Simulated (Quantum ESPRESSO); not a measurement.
# MnCuAs: orders under a distortion at fixed volume, part 2 of 2

Aim: follow moments and order energies of MnCuAs with a distortion at fixed volume.

Quantum ESPRESSO 7.5; PBE; plane waves with GBRV 1.5 PBE potentials, no spin-orbit coupling.

So far, absolute magnetization (μB): step 2 (factor along z 0.92, ferro ++) 8.29; step 3 (factor along z 0.92, antiferro +-) 8.22.

**4. Factor along z 0.92, no spin polarisation**

pw.in

```
&CONTROL
  calculation = 'scf'
  prefix = 'pwscf'
  outdir = './tmp'
  pseudo_dir = './pseudo'
  disk_io = 'nowf'
  tprnfor = .true.
  tstress = .true.
/
&SYSTEM
  ibrav = 0
  celldm(1) = 8
  nat = 6
  ntyp = 3
  ecutwfc = 40
  ecutrho = 280
  nbnd = 50
  occupations = 'smearing'
  smearing = 'fd'
  degauss = 0.00367493
/
&ELECTRONS
  conv_thr = 1.2d-08
  electron_maxstep = 150
  mixing_beta = 0.3
/
ATOMIC_SPECIES
Cu     63.5460 cu_pbe_v1.2.uspp.F.UPF
Mn     54.9380 mn_pbe_v1.5.uspp.F.UPF
As     74.9216 as_pbe_v1.uspp.F.UPF
CELL_PARAMETERS alat
   0.9407588862562    0.0000000000000    0.0000000000000
   0.0000000000000    0.9407588862562    0.0000000000000
   0.0000000000000    0.0000000000000    1.3730183103693
ATOMIC_POSITIONS crystal
Cu      0.7500000000    0.2500000000    0.0000000000
Cu      0.2500000000    0.7500000000    0.0000000000
Mn      0.2500000000    0.2500000000    0.6700000000
Mn      0.7500000000    0.7500000000    0.3300000000
As      0.2500000000    0.2500000000    0.2660000000
As      0.7500000000    0.7500000000    0.7340000000
K_POINTS automatic
8 8 8 0 0 0
```

Run with:

```
OMP_NUM_THREADS=1 mpirun -n 4 pw.x -nk 4 -in pw.in > pw.out
```

The log of the run:

```text
     [... lines left out ...]
Program PWSCF v.7.5 starts
     [... lines left out ...]
     number of atoms/cell      =            6
     [... lines left out ...]
     number of electrons       =        78.00
     number of Kohn-Sham states=           50
     kinetic-energy cutoff     =      40.0000  Ry
     charge density cutoff     =     280.0000  Ry
     scf convergence threshold =      1.2E-08
     [... lines left out ...]
     16 Sym. Ops., with inversion, found (12 have fractional translation)
     [... lines left out ...]
     number of k points=    75  Fermi-Dirac smearing, width (Ry)=  0.0037
     [... lines left out ...]
     iteration # 16     ecut=    40.00 Ry     beta= 0.30
     [... lines left out ...]
     the Fermi energy is    12.4341 ev
!    total energy              =   -1310.31626212 Ry
     estimated scf accuracy    <          2.3E-09 Ry
     smearing contrib. (-TS)   =      -0.01007912 Ry
     [... lines left out ...]
     convergence has been achieved in  16 iterations
     [... lines left out ...]
     Total force =     0.048990     Total SCF correction =     0.000039
     [... lines left out ...]
          total   stress  (Ry/bohr**3)                   (kbar)     P=     -133.36
     [... lines left out ...]
```

The job ended after 2 min (4 MPI ranks of Arm Neoverse N1, shared host; peak memory 0.6 GiB).

Numbers from this step:

* smearing term TS: 0.1371 eV
* pressure: -13.34 GPa
* final state: non-magnetic (no spin polarisation)

**5. Factor along z 1.08, ferro ++**

Changes to pw.in since step 4:

```diff
@@ -16,3 +16,3 @@
   ecutrho = 280
-  nbnd = 50
+  nbnd = 54
   occupations = 'smearing'
@@ -20,2 +20,6 @@
   degauss = 0.00367493
+  nspin = 2
+  starting_magnetization(1) = 0
+  starting_magnetization(2) = 0.2333
+  starting_magnetization(3) = 0
 /
@@ -31,5 +35,5 @@
 CELL_PARAMETERS alat
-   0.9407588862562    0.0000000000000    0.0000000000000
-   0.0000000000000    0.9407588862562    0.0000000000000
-   0.0000000000000    0.0000000000000    1.3730183103693
+   0.8682811348696    0.0000000000000    0.0000000000000
+   0.0000000000000    0.8682811348696    0.0000000000000
+   0.0000000000000    0.0000000000000    1.6118041034771
 ATOMIC_POSITIONS crystal
```

The log of the run:

```text
     [... lines left out ...]
Program PWSCF v.7.5 starts
     [... lines left out ...]
     number of atoms/cell      =            6
     [... lines left out ...]
     number of electrons       =        78.00
     number of Kohn-Sham states=           54
     kinetic-energy cutoff     =      40.0000  Ry
     charge density cutoff     =     280.0000  Ry
     scf convergence threshold =      1.2E-08
     [... lines left out ...]
     16 Sym. Ops., with inversion, found (12 have fractional translation)
     [... lines left out ...]
     number of k points=    75  Fermi-Dirac smearing, width (Ry)=  0.0037
     [... lines left out ...]
     iteration # 16     ecut=    40.00 Ry     beta= 0.30
     [... lines left out ...]
     Magnetic moment per site  (integrated on atomic sphere of radius R)
     atom   1 (R=0.252)  charge= 17.8393  magn=  0.0371
     atom   2 (R=0.252)  charge= 17.8393  magn=  0.0371
     atom   3 (R=0.257)  charge= 13.3675  magn=  3.6642
     atom   4 (R=0.257)  charge= 13.3675  magn=  3.6642
     atom   5 (R=0.252)  charge=  3.0362  magn= -0.0230
     atom   6 (R=0.252)  charge=  3.0362  magn= -0.0230
     [... lines left out ...]
     the Fermi energy is    12.8090 ev
!    total energy              =   -1310.51362230 Ry
     estimated scf accuracy    <       0.00000001 Ry
     smearing contrib. (-TS)   =      -0.00206327 Ry
     [... lines left out ...]
     total magnetization       =     7.66 Bohr mag/cell
     absolute magnetization    =     8.06 Bohr mag/cell
     convergence has been achieved in  16 iterations
     [... lines left out ...]
     Total force =     0.033456     Total SCF correction =     0.000169
     [... lines left out ...]
          total   stress  (Ry/bohr**3)                   (kbar)     P=      -19.42
     [... lines left out ...]
```

Elapsed: 5.1 min, on 4 MPI ranks; peak memory 0.8 GiB; 20 min of CPU time.

Numbers from this step:

| Property | Result |
| --- | --- |
| smearing term TS | 0.02807 eV |
| pressure | -1.942 GPa |
| magnetization | 7.656 μB |
| absolute magnetization | 8.061 μB |
| final state | ferromagnetic |
| largest moment | 3.664 μB |

**6. Trends**

The runs not shown differ from these in the moved quantity alone.

States, by row:

```csv
tetragonal,ferro ++,antiferro +-,no spin polarisation
0.92,ferromagnetic,antiferromagnetic,non-magnetic
0.95,ferromagnetic,antiferromagnetic,non-magnetic
0.98,ferromagnetic,antiferromagnetic,non-magnetic
1,ferromagnetic,antiferromagnetic,non-magnetic
1.02,ferromagnetic,antiferromagnetic,non-magnetic
1.05,ferromagnetic,antiferromagnetic,non-magnetic
1.08,ferromagnetic,antiferromagnetic,non-magnetic
```

The largest site moment by tetragonal:

```csv
tetragonal (factor),ferro ++ (μB),antiferro +- (μB)
0.9200,3.56,3.55
0.9500,3.62,3.61
0.9800,3.65,3.65
1.0000,3.67,3.66
1.0200,3.69,3.67
1.0500,3.70,3.67
1.0800,3.66,3.62
```

The energy less that of the parallel start by tetragonal; values in meV a seeded atom:

```
tetragonal (factor)  antiferro +-  no spin polarisation
             0.9200          -154                  1237
             0.9500          -150                  1269
             0.9800          -141                  1282
             1.0000          -134                  1279
             1.0200          -128                  1267
             1.0500          -122                  1234
             1.0800          -114                  1192
```

Energy over the lowest against tetragonal; values in meV an atom:

```
tetragonal (factor)  ferro ++  antiferro +-  no spin polarisation
             0.9200       103          52.0                   516
             0.9500      68.2          18.2                   491
             0.9800      49.4          2.57                   477
             1.0000      44.5             0                   471
             1.0200      45.0          2.21                   467
             1.0500      53.6          12.9                   465
             1.0800      68.2          30.0                   465
```

**7. Summary of results**

```json
{"moment, parallel start": "3.56 to 3.70 μB", "states met from these starts": "antiferromagnetic and ferromagnetic"}
```

The moment of the parallel start goes from 3.56 μB at 0.92 to 3.66 μB at 1.08, by way of 3.70 μB. The net moment of the cell goes from 8.05 to 7.66 μB. The radius of the spheres follows the nearest distance, so part of the change of the site moments is the spheres'. The largest moment of the start antiferro +- lies between 3.55 and 3.67 μB. The start antiferro +- lies under the parallel one at every finished point, by 114 to 154 meV a seeded atom.

[Logs and program files are shortened in this print: banners, set-up blocks, solver, clock and traceback lines can be left out without a mark of their own.]

[Logs are printed without paths, hosts, clocks, repeated set-up lines and the standing remarks that a program may print on its own settings, such as how far it seeks lower states.]

[Hosts, paths, dates, database ids (printed as entryN), source tags and the programs' standing remarks are cut or masked in the printed files.]

[Where a cell is said to come from a database of computed structures, the database is the Materials Project.]
